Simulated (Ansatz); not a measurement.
Consider TePb (Fm-3m).

It takes space group Fm-3m (No. 225, cubic). Conventional cell: a = 6.462 Å, b = 6.462 Å, c = 6.462 Å, α = 90.00°, β = 90.00°, γ = 90.00°. Nearest to Te lie 6 Pb at 3.23 Å. Nearest to Pb lie 6 Te at 3.23 Å. Farther neighbours and most contacts between anions are not listed.

```
Te Pb
1.0
     0.00000    3.23100    3.23100
     3.23100    0.00000    3.23100
     3.23100    3.23100    0.00000
Te Pb
1 1
Direct
  0.50000 0.50000 0.50000
  0.00000 0.00000 0.00000
```

The cell and positions come from the Crystallography Open Database and are kept as given unless a step says otherwise. Spin-orbit coupling is left out unless a run names it. PAW set soft_2, made with PBE.

Gaps computed with Ansatz 0.2.0 without a self-energy: PBE 0.73 eV and HSE06 1.12 eV. The mean ε∞ by PBE perturbation theory is 28.52.

Q: Estimate the G0W0@PBE gap with 4×4×4 mesh, 433 empty bands, screening to 200 eV, default PAW files.

About 1.02 eV: on its mesh the run moves the gap from 0.73 eV by +0.29 eV. Among the scalar-relativistic levels given, HSE06 is nearest (+0.10 eV). One-shot corrections scale roughly with one over ε∞, here 0.04. Bands and cutoff are finite, so the gap is not at the basis limit. The miss can reach some tenths of an eV and take either sign; the mesh is an error of its own. The 4×4×4 mesh is coarse for this cell (its supercell is 18 Å along the shortest edge). The RPA ε∞ on it, from the PBE start, is 39.06; such meshes misread the long-range screening, most where the gap is narrow. Where an edge is built on 6p states of lead, bismuth or thallium, scalar-relativistic gaps usually stand too wide, by a few tenths to over one eV. The RPA ε∞ on this mesh reaches over 25; with a narrow direct gap a coarse mesh can overstate it, and the correction is then too small. The many-body steps are scalar-relativistic: spin-orbit coupling is not in them.

[Paths, hosts, dates, memory and timing lines, banners, echoed tables and standing remarks are left out of the program output.]

[Logs are printed without paths, hosts, clocks, repeated set-up lines and the standing remarks that a program may print on its own settings, such as how far it seeks lower states.]

[Runs of the session that timed out or met a known fault of the program may be left out.]

[Cells called generated may have been cut or substituted from an entry of the Crystallography Open Database or the Materials Project.]

[Hosts, paths, dates, database ids (printed as entryN), source tags and the programs' standing remarks are cut or masked in the printed files.]
